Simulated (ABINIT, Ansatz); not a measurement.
**Lattice dynamics of DyAl (Pm-3m) in two programs**

How does DyAl (Pm-3m) vibrate, and is this structure a minimum?

Program: ABINIT 10.8.3. Level of theory: DFT PBEsol, scalar-relativistic, plane waves, PseudoDojo norm-conserving, 4f in core pseudopotentials (the lanthanide files made for PBE). Results are calculated unless marked as measured.

This is a report of a sequence of runs, with most program output left out.

## Step 1: The starting structure

The structure is cubic, space group Pm-3m (No. 221). Conventional cell: a = 3.584 Å, b = 3.584 Å, c = 3.584 Å, α = 90.00°, β = 90.00°, γ = 90.00°. Nearest to Dy lie 8 Al at 3.10 Å. Nearest to Al lie 8 Dy at 3.10 Å. Farther neighbours are not listed.

## Step 2: A first look

A first run with smearing and empty bands tells whether the crystal has a gap, which decides between fixed occupations and smearing later on.

probe.abi

```
# ground state
tolvrs 1.0d-08
prtden 1
prtwf 1

# basis, mesh and filling
ecut 19.0
ixc -116133
ngkpt 6 6 6
nshiftk 1
shiftk 0.0 0.0 0.0
istwfk *1
occopt 7
tsmear 0.005
nband 13
nstep 100
diemac 9.0
prtebands 0
prtgsr 0
useylm 1

# cell and atoms
acell 6.771953376 6.771953376 6.771953376
rprim 
    1.0 0.0 0.0
    0.0 1.0 0.0
    0.0 0.0 1.0
ntypat 2
znucl 66 13
natom 2
typat 1 2
xred 
    0.5 0.5 0.5
    0.0 0.0 0.0
pp_dirpath "./pseudo"
pseudos "Dy.upf, Al.upf"
```

Run with:

```bash
> OMP_NUM_THREADS=1 mpirun -n 4 abinit probe.abi > probe.log
```

Wall time 4.2 s (4 MPI ranks of Arm Neoverse V2, shared host).

This step gave:

```
volume per atom   : 23.01 Å³
pressure          : -3.196 GPa
gap on the k-mesh : 0 eV
```

No gap opens on this mesh, so smearing is kept; the printed pressure holds the stress of the finite basis too.

## Step 3: Relaxation

The harmonic expansion needs vanishing forces, and a free crystal bears no stress, so cell and atoms are brought to rest. Stress is more sensitive to the basis than forces are: the last 3 Ha under the cutoff are smoothed with ecutsm, and the cutoff is raised above that of the later runs.

relax.abi

```
# relaxation
ionmov 2
optcell 2
dilatmx 1.08
ntime 40
tolmxf 1.0d-05
tolvrs 1.0d-14
prtwf 0
prtden 0
chksymtnons 0

# basis, mesh and filling
ecut 25.0
ecutsm 3.0
ixc -116133
ngkpt 8 8 8
nshiftk 1
shiftk 0.0 0.0 0.0
istwfk *1
occopt 6
tsmear 0.01
nband 13
nstep 100
diemac 1000000.0
prtebands 0
prtgsr 0
useylm 1

# cell and atoms
acell 6.771953376 6.771953376 6.771953376
rprim 
    1.0 0.0 0.0
    0.0 1.0 0.0
    0.0 0.0 1.0
ntypat 2
znucl 66 13
natom 2
typat 1 2
xred 
    0.5 0.5 0.5
    0.0 0.0 0.0
pp_dirpath "./pseudo"
pseudos "Dy.upf, Al.upf"
```

Run with:

```bash
> OMP_NUM_THREADS=1 mpirun -n 4 abinit relax.abi > relax.log
```

Elapsed: 24 s, on 4 MPI ranks; 96 s of CPU time.

Relaxation path:

| step | energy less that of the first step (eV) | largest force (eV/Å) | volume (Å³) |
| --- | --- | --- | --- |
| 1 | 0.0000 | 0.0000 | 46.02 |
| 2 | -0.0030 | 0.0000 | 45.75 |
| 3 | -0.0083 | 0.0000 | 44.64 |
| 4 | -0.0083 | 0.0000 | 44.69 |

| conventional cell, symmetrised | before | after | change |
| --- | --- | --- | --- |
| a (Å) | 3.584 | 3.549 | -1.0 % |
| b (Å) | 3.584 | 3.549 | -1.0 % |
| c (Å) | 3.584 | 3.549 | -1.0 % |
| volume (Å³/atom) | 23.01 | 22.34 | -2.9 % |

The relaxed structure:

```xyz
2
Lattice="3.5486 0.0000 0.0000 0.0000 3.5486 0.0000 0.0000 0.0000 3.5486" Properties=species:S:1:pos:R:3 pbc="T T T"
Dy    1.7743    1.7743    1.7743
Al    0.0000    0.0000    0.0000
```

Numbers from this step:

```
volume per atom : 22.34 Å³
pressure        : -0.001824 GPa
```

The volume changes by -2.9 % in this run and stands -2.9 % from the first cell.

## Step 4: Ground state

First-order wavefunctions inherit every error of the ground state, hence the very tight tolvrs. Smearing stays on, as the first look found no gap above 0.3 eV.

gs.abi

```
# ground state
tolvrs 1.0d-16
prtden 1
prtwf 1

# basis, mesh and filling
ecut 19.0
ixc -116133
ngkpt 8 8 8
nshiftk 1
shiftk 0.0 0.0 0.0
istwfk *1
occopt 6
tsmear 0.01
nband 13
nstep 100
diemac 1000000.0
prtebands 0
prtgsr 0
useylm 1

# cell and atoms
acell 6.705891395 6.705891395 6.705891395
rprim 
    1.0 0.0 0.0
    0.0 1.0 0.0
    0.0 0.0 1.0
ntypat 2
znucl 66 13
natom 2
typat 1 2
xred 
    0.5 0.5 0.5
    0.0 0.0 0.0
pp_dirpath "./pseudo"
pseudos "Dy.upf, Al.upf"
```

Run with:

```bash
> OMP_NUM_THREADS=1 mpirun -n 4 abinit gs.abi > gs.log
```

Elapsed: 6 s, on 4 MPI ranks.

Read from the output:

```yaml
pressure: -1.190 GPa
```

The cell stands at -1.2 GPa: the relaxation ran with a smoothed and higher cutoff, and the difference is a stress of the finite basis.

## Step 5: Zone-centre response

At q = 0 one unit cell holds all displacements. The response is solved for single atoms along the cell's directions, and symmetry skips those that follow from others. The crystal is treated as a metal, which screens a static field, so no field response is asked.

dfpt_gamma.abi

```

# common to the responses
getwfk_filepath "gso_WFK"
kptopt 2
nqpt 1
qpt 0.0 0.0 0.0
asr 0
chneut 0

# displacements
rfphon 1
rfatpol 1 2
rfdir 1 1 1
tolvrs 1.0d-10
prtwf 0
prtpot 1

# basis, mesh and filling
ecut 19.0
ixc -116133
ngkpt 8 8 8
nshiftk 1
shiftk 0.0 0.0 0.0
istwfk *1
occopt 6
tsmear 0.01
nband 13
nstep 100
diemac 1000000.0
prtebands 0
prtgsr 0
useylm 1

# cell and atoms
acell 6.705891395 6.705891395 6.705891395
rprim 
    1.0 0.0 0.0
    0.0 1.0 0.0
    0.0 0.0 1.0
ntypat 2
znucl 66 13
natom 2
typat 1 2
xred 
    0.5 0.5 0.5
    0.0 0.0 0.0
pp_dirpath "./pseudo"
pseudos "Dy.upf, Al.upf"
```

Run with:

```bash
> OMP_NUM_THREADS=1 mpirun -n 4 abinit dfpt_gamma.abi > dfpt_gamma.log
```

Elapsed: 16 s, on 4 MPI ranks; 63 s of CPU time.

This step gave:

```
largest acoustic frequency at the zone centre before the sum rule : -2.9 cm⁻¹
highest optical zone-centre mode (no LO-TO term)                  : 226.9 cm⁻¹
lowest optical zone-centre mode                                   : 226.9 cm⁻¹
```

The acoustic modes at Γ come out as far as 2.9 cm⁻¹ from zero, where they should vanish, a small numerical error.

## Step 6: Phonons on a q mesh

Linear response treats each wavevector of the 2×2×2 mesh in the unit cell; the first-order potentials are kept for the electron-phonon matrix elements.

dfpt_q.abi

```
ndtset 3

# wavevectors
qpt1 0.5 0.0 0.0
qpt2 0.5 0.5 0.0
qpt3 0.5 0.5 0.5

# displacements
getwfk_filepath "gso_WFK"
getwfq_filepath "gso_WFK"
kptopt 3
nqpt 1
rfphon 1
rfatpol 1 2
rfdir 1 1 1
tolvrs 1.0d-10
prtwf 0
prtpot 1

# basis, mesh and filling
ecut 19.0
ixc -116133
ngkpt 8 8 8
nshiftk 1
shiftk 0.0 0.0 0.0
istwfk *1
occopt 6
tsmear 0.01
nband 13
nstep 100
diemac 1000000.0
prtebands 0
prtgsr 0
useylm 1

# cell and atoms
acell 6.705891395 6.705891395 6.705891395
rprim 
    1.0 0.0 0.0
    0.0 1.0 0.0
    0.0 0.0 1.0
ntypat 2
znucl 66 13
natom 2
typat 1 2
xred 
    0.5 0.5 0.5
    0.0 0.0 0.0
pp_dirpath "./pseudo"
pseudos "Dy.upf, Al.upf"
```

Run with:

```bash
> OMP_NUM_THREADS=1 mpirun -n 4 abinit dfpt_q.abi > dfpt_q.log
```

Run time: 4.1 min. Hardware: 4 MPI ranks.

Read from the output:

```
lowest mode on the q mesh (acoustic ones at the zone centre apart) : 27.27 cm⁻¹
```

Frequencies (cm⁻¹) before the sum rule at the irreducible wavevectors but Γ, which is solved apart; negative means imaginary. Frequencies by wavevector:

| q (fractions) | star | mode 1 | mode 2 | mode 3 | mode 4 | mode 5 | mode 6 |
| --- | --- | --- | --- | --- | --- | --- | --- |
| 0.5 0 0 | 3 | 85.91 | 85.91 | 128.5 | 225.1 | 225.1 | 228.3 |
| 0.5 0.5 0 | 3 | 27.27 | 27.27 | 72.96 | 242.6 | 260.9 | 260.9 |
| 0.5 0.5 0.5 | 1 | 122.8 | 122.8 | 122.8 | 264.2 | 264.2 | 264.2 |

## Step 7: Dispersion

anaddb transforms the dynamical matrices to force constants and back along the path; points of the mesh come back as solved, but for the sum rule and, in polar crystals, the LO-TO term at Γ; the rest is interpolation.

anaddb.abi

```
ddb_filepath "all_DDB"
output_file "anaddb.abo"
outdata_prefix "anaddb"
ifcflag 1
ngqpt 2 2 2
nqshft 1
q1shft 0.0 0.0 0.0
asr 1
chneut 0
dipdip 0
dipquad 0
quadquad 0
enunit 0
eivec 0
nph1l 62
qph1l 
    0.0 0.0 0.0 1.0
    0.0 0.05 0.0 1.0
    0.0 0.1 0.0 1.0
    0.0 0.15 0.0 1.0
    0.0 0.2 0.0 1.0
    0.0 0.25 0.0 1.0
    0.0 0.3 0.0 1.0
    0.0 0.35 0.0 1.0
    0.0 0.4 0.0 1.0
    0.0 0.45 0.0 1.0
    0.0 0.5 0.0 1.0
    0.05 0.5 0.0 1.0
    0.1 0.5 0.0 1.0
    0.15 0.5 0.0 1.0
    0.2 0.5 0.0 1.0
    0.25 0.5 0.0 1.0
    0.3 0.5 0.0 1.0
    0.35 0.5 0.0 1.0
    0.4 0.5 0.0 1.0
    0.45 0.5 0.0 1.0
    0.5 0.5 0.0 1.0
    0.45 0.45 0.0 1.0
    0.4 0.4 0.0 1.0
    0.35 0.35 0.0 1.0
    0.3 0.3 0.0 1.0
    0.25 0.25 0.0 1.0
    0.2 0.2 0.0 1.0
    0.15 0.15 0.0 1.0
    0.1 0.1 0.0 1.0
    0.05 0.05 0.0 1.0
    0.0 0.0 0.0 1.0
    0.05 0.05 0.05 1.0
    0.1 0.1 0.1 1.0
    0.15 0.15 0.15 1.0
    0.2 0.2 0.2 1.0
    0.25 0.25 0.25 1.0
    0.3 0.3 0.3 1.0
    0.35 0.35 0.35 1.0
    0.4 0.4 0.4 1.0
    0.45 0.45 0.45 1.0
    0.5 0.5 0.5 1.0
    0.45 0.5 0.45 1.0
    0.4 0.5 0.4 1.0
    0.35 0.5 0.35 1.0
    0.3 0.5 0.3 1.0
    0.25 0.5 0.25 1.0
    0.2 0.5 0.2 1.0
    0.15 0.5 0.15 1.0
    0.1 0.5 0.1 1.0
    0.05 0.5 0.05 1.0
    0.0 0.5 0.0 1.0
    0.5 0.5 0.5 1.0
    0.5 0.5 0.45 1.0
    0.5 0.5 0.4 1.0
    0.5 0.5 0.35 1.0
    0.5 0.5 0.3 1.0
    0.5 0.5 0.25 1.0
    0.5 0.5 0.2 1.0
    0.5 0.5 0.15 1.0
    0.5 0.5 0.1 1.0
    0.5 0.5 0.05 1.0
    0.5 0.5 0.0 1.0
```

mrgddb.in

```
all_DDB
merged
4
dfpt_gammao_DDB
dfpt_qo_DS1_DDB
dfpt_qo_DS2_DDB
dfpt_qo_DS3_DDB
```

Run with:

```bash
> mrgddb < mrgddb.in > mrgddb.log
> OMP_NUM_THREADS=1 anaddb anaddb.abi > anaddb.log
```

It took 0.54 s on 1 thread.

This step gave:

```yaml
lowest_frequency_on_the_path: 0 cm⁻¹
```

Anaddb. Phonon branches along the path, in cm⁻¹:

| point | branch 1 | branch 2 | branch 3 | branch 4 | branch 5 | branch 6 |
| --- | --- | --- | --- | --- | --- | --- |
| Γ | 0 | 0 | 0 | 227 | 227 | 227 |
| halfway | 60 | 60 | 89 | 226 | 226 | 228 |
| X | 86 | 86 | 128 | 225 | 225 | 228 |
| halfway | 60 | 80 | 86 | 234 | 246 | 246 |
| M | 27 | 27 | 73 | 243 | 261 | 261 |
| halfway | 30 | 71 | 106 | 225 | 230 | 247 |
| Γ | 0 | 0 | 0 | 227 | 227 | 227 |
| halfway | 77 | 77 | 86 | 241 | 244 | 244 |
| R | 123 | 123 | 123 | 264 | 264 | 264 |
| halfway | 59 | 90 | 105 | 241 | 254 | 257 |
| X | 86 | 86 | 128 | 225 | 225 | 228 |
| jump to R | 123 | 123 | 123 | 264 | 264 | 264 |
| halfway | 90 | 90 | 101 | 254 | 262 | 262 |
| M | 27 | 27 | 73 | 243 | 261 | 261 |

All branches are real along the path.

## Step 8: Sums over the zone

Sums over the zone need many more wavevectors than were solved, so the interpolation is sampled on a dense mesh.

anaddb.abi

```
ddb_filepath "all_DDB"
output_file "anaddb.abo"
outdata_prefix "anaddb"
ifcflag 1
ngqpt 2 2 2
nqshft 1
q1shft 0.0 0.0 0.0
asr 1
chneut 0
dipdip 0
dipquad 0
quadquad 0
prtdos 2
ng2qpt 13 13 13
dosdeltae 4.5563e-06
ntemper 11
temperinc 100.0
tempermin 0.0
```

Run with:

```bash
> OMP_NUM_THREADS=1 anaddb anaddb.abi > anaddb.log
```

Elapsed: 0.54 s, on 1 thread.

Numbers from this step:

| Property | Result |
| --- | --- |
| share of modes beyond 3i cm⁻¹ on the dense interpolated mesh | 0 |
| zero-point energy per atom | 29.66 meV |
| heat capacity at 300 K | 23.48 J/(mol atoms K) |
| vibrational entropy at 300 K | 36.88 J/(mol atoms K) |

The phonon density of states has structure finer than the step of the table below, so its rows give means over 10 cm⁻¹, whole bins alone (the curve runs from -30 to 294 cm⁻¹). Peaks (cm⁻¹: height): 56.0: 0.0419, 76.0: 0.0597, 96.0: 0.0546, 228.0: 0.0868.

Tetrahedra. Table of phonon density of states by wavenumber; means over each step:

| wavenumber (cm⁻¹) | phonon density of states (1/cm⁻¹/cell) |
| --- | --- |
| 0 | 5.5e-6 |
| 10 | 2.2e-4 |
| 20 | 0.00139 |
| 30 | 0.00630 |
| 40 | 0.0183 |
| 50 | 0.0297 |
| 60 | 0.0334 |
| 70 | 0.0345 |
| 80 | 0.0529 |
| 90 | 0.0438 |
| 100 | 0.0484 |
| 110 | 0.0238 |
| 120 | 0.00704 |
| 130 | 1.9e-4 |
| 140 | 0 |
| 150 | 0 |
| 160 | 0 |
| 170 | 0 |
| 180 | 0 |
| 190 | 0 |
| 200 | 0 |
| 210 | 0 |
| 220 | 0.0156 |
| 230 | 0.0746 |
| 240 | 0.0786 |
| 250 | 0.0683 |
| 260 | 0.0590 |
| 270 | 0.00149 |
| 280 | 0 |

Harmonic thermodynamic functions per atom, summed over the density of states scaled to three modes an atom; melting is ignored. Thermodynamic functions:

| T (K) | F_vib (meV/atom) | S (J/mol-atom/K) | C_V (J/mol-atom/K) |
| --- | --- | --- | --- |
| 0 | 29.66 | 0 | 0 |
| 50 | 28.68 | 5.622 | 8.961 |
| 100 | 23.5 | 14.24 | 16.16 |
| 200 | 1.33 | 27.65 | 21.88 |
| 300 | -32.38 | 36.88 | 23.48 |
| 400 | -74.32 | 43.73 | 24.1 |
| 500 | -122.5 | 49.15 | 24.39 |
| 600 | -175.9 | 53.61 | 24.56 |
| 700 | -233.4 | 57.41 | 24.66 |
| 800 | -294.7 | 60.7 | 24.73 |
| 900 | -359.1 | 63.62 | 24.77 |
| 1000 | -426.4 | 66.23 | 24.8 |

At 300 K the heat capacity has reached 94 % of the Dulong-Petit value.

## Step 9: A second program

A second program on the same cell, potentials, cutoff and meshes tests the implementation of the phonon response, not its convergence.

This step: DFT PBEsol, scalar-relativistic, plane waves, norm-conserving pseudopotentials, 4f in core (Ansatz 0.2.0).

input.yaml

```yaml
crystal:
  lattice:
    - [3.5486049049, 0.0, 0.0]
    - [0.0, 3.5486049049, 0.0]
    - [0.0, 0.0, 3.5486049049]
  atoms:
    - { symbol: Dy, position: [0.5, 0.5, 0.5] }
    - { symbol: Al, position: [0.0, 0.0, 0.0] }
kpoints:
  mp_grid: { grid: [8, 8, 8] }
hamiltonian:
  xc: pbesol
  pseudopotentials:
    kind: nc
    azcp: { Dy: "pseudopotentials/pbe/nc/lanthanide_3plus/Dy.nc.azcp" }
    accuracy: standard
scf:
  occupations: { method: methfessel_paxton, width: 0.27211 }
output:
  eigenvalues: true
basis:
  ecutwfc: 517.016
phonons:
  method: dfpt
  qmesh: [2, 2, 2]
  temperatures: { t_max: 1000, t_step: 50 }
  qpath:
    path:
      - [[0.0, 0.0, 0.0], [0.0, 0.5, 0.0], [0.5, 0.5, 0.0], [0.0, 0.0, 0.0], [0.5, 0.5, 0.5], [0.0, 0.5, 0.0]]
      - [[0.5, 0.5, 0.5], [0.5, 0.5, 0.0]]
    npoints: 10
  electrical_resistivity: { temperatures: [77, 300], mesh: [16, 16, 16] }
```

Run with:

```bash
> ansatz run input.yaml --threads 4 --pin off --max-ram 8192MiB --backend cpu --events-out ev --progress --plain --runs-dir out
```

Elapsed: 38 s, on 4 threads; peak memory 0.83 GiB; 2.3 min of CPU time.

This step gave:

| Property | Result |
| --- | --- |
| sum-rule residual before enforcement | 1.46e-4 eV/Å² |
| mean frequency | 159.8 cm⁻¹ |
| Debye temperature (second moment) | 336 K |
| logarithmic mean frequency | 133.3 cm⁻¹ |
| lowest mode on the q mesh (acoustic ones at the zone centre apart) | 27.39 cm⁻¹ |
| zero-point energy per atom | 29.72 meV |
| heat capacity at 300 K | 23.47 J/(mol atoms K) |
| vibrational entropy at 300 K | 36.87 J/(mol atoms K) |

## Step 10: The two compared: ABINIT PseudoDojo and Ansatz, PseudoDojo

Worked out from the results:

```yaml
root_mean_square_difference: 0.04 cm⁻¹
largest_difference: 0.12 cm⁻¹
root_mean_square_difference_on_the_path: 0 cm⁻¹
largest_difference_on_the_path: 0.1 cm⁻¹
```

The 12 of 21 modes that differ most. Frequencies side by side:

| q (reciprocal lattice) | mode | ABINIT PseudoDojo (cm⁻¹) | Ansatz, PseudoDojo (cm⁻¹) |
| --- | --- | --- | --- |
| 0 0 0 | 4 | 226.9 | 226.9 |
| 0.5 0 0 | 1 | 85.91 | 85.95 |
| 0.5 0 0 | 2 | 85.91 | 85.95 |
| 0.5 0 0 | 3 | 128.5 | 128.5 |
| 0.5 0.5 0 | 1 | 27.27 | 27.39 |
| 0.5 0.5 0 | 2 | 27.27 | 27.39 |
| 0.5 0.5 0 | 3 | 72.96 | 73.02 |
| 0.5 0.5 0 | 5 | 260.9 | 260.9 |
| 0.5 0.5 0 | 6 | 260.9 | 260.9 |
| 0.5 0.5 0.5 | 1 | 122.8 | 122.8 |
| 0.5 0.5 0.5 | 2 | 122.8 | 122.8 |
| 0.5 0.5 0.5 | 3 | 122.8 | 122.8 |

The interpolated bands of the two lie on top of each other.

At the solved wavevectors the largest difference (acoustic modes at Γ apart) is 0.05 % of the highest mode.

## Step 11: Outcome

* space group after relaxation: Pm-3m
* volume per atom: 22.3 Å³
* highest optical zone-centre mode (no LO-TO term): 226.9 cm⁻¹
* q mesh: 2×2×2
* lowest mode on the q mesh (acoustic ones at the zone centre apart): 27.3 cm⁻¹
* zero-point energy per atom: 29.7 meV
* heat capacity at 300 K: 23.5 J/(mol atoms K)
* vibrational entropy at 300 K: 36.9 J/(mol atoms K)
* imaginary modes on the q mesh: none
* largest difference from Ansatz, PseudoDojo: 0.12 cm⁻¹

In words: DyAl (Pm-3m) is dynamically stable on the 2×2×2 mesh; its spectrum reaches 265 cm⁻¹. At the PBEsol level the optical modes of DyAl (Pm-3m) at the zone centre lie at 227 cm⁻¹. The base run prints -1.2 GPa, mostly the error of a finite basis; the relaxation, with a smoothed and higher cutoff, had brought the cell to rest. ABINIT PseudoDojo and Ansatz, PseudoDojo agree to 0.12 cm⁻¹ (0.05 % of the highest mode compared) on all solved modes but the acoustic ones at Γ, without the LO-TO term. These are harmonic frequencies at zero temperature: anharmonic shifts and linewidths and thermal expansion are left out. Spin-orbit coupling is left out, which can matter for the heavy elements here. In a metal the frequencies hang on the k mesh and the smearing, most of all near Kohn anomalies. The 4f electrons are frozen in the core as for a trivalent ion, in files made for PBE, so their moments and any magnetic order are left out. Ansatz warns that the cutoff lies 17 % under the one recommended for these files; agreement at one cutoff is not convergence. Electron-phonon sums were run after this but are left out, since no second program bore their λ out within 30 %; a λ that a log prints is not taken as a result. The q mesh stands for a supercell only 7.1 Å across, so branches between the solved wavevectors are rough. The structure comes from a database and need not be the phase that is stable at ambient conditions.

[Host names and launcher messages were left out of these logs when they were recorded.]

[Logs are printed without paths, hosts, clocks, repeated set-up lines and the standing remarks that a program may print on its own settings, such as how far it seeks lower states.]

[Hosts, paths, dates, database ids (printed as entryN), source tags and the programs' standing remarks are cut or masked in the printed files.]
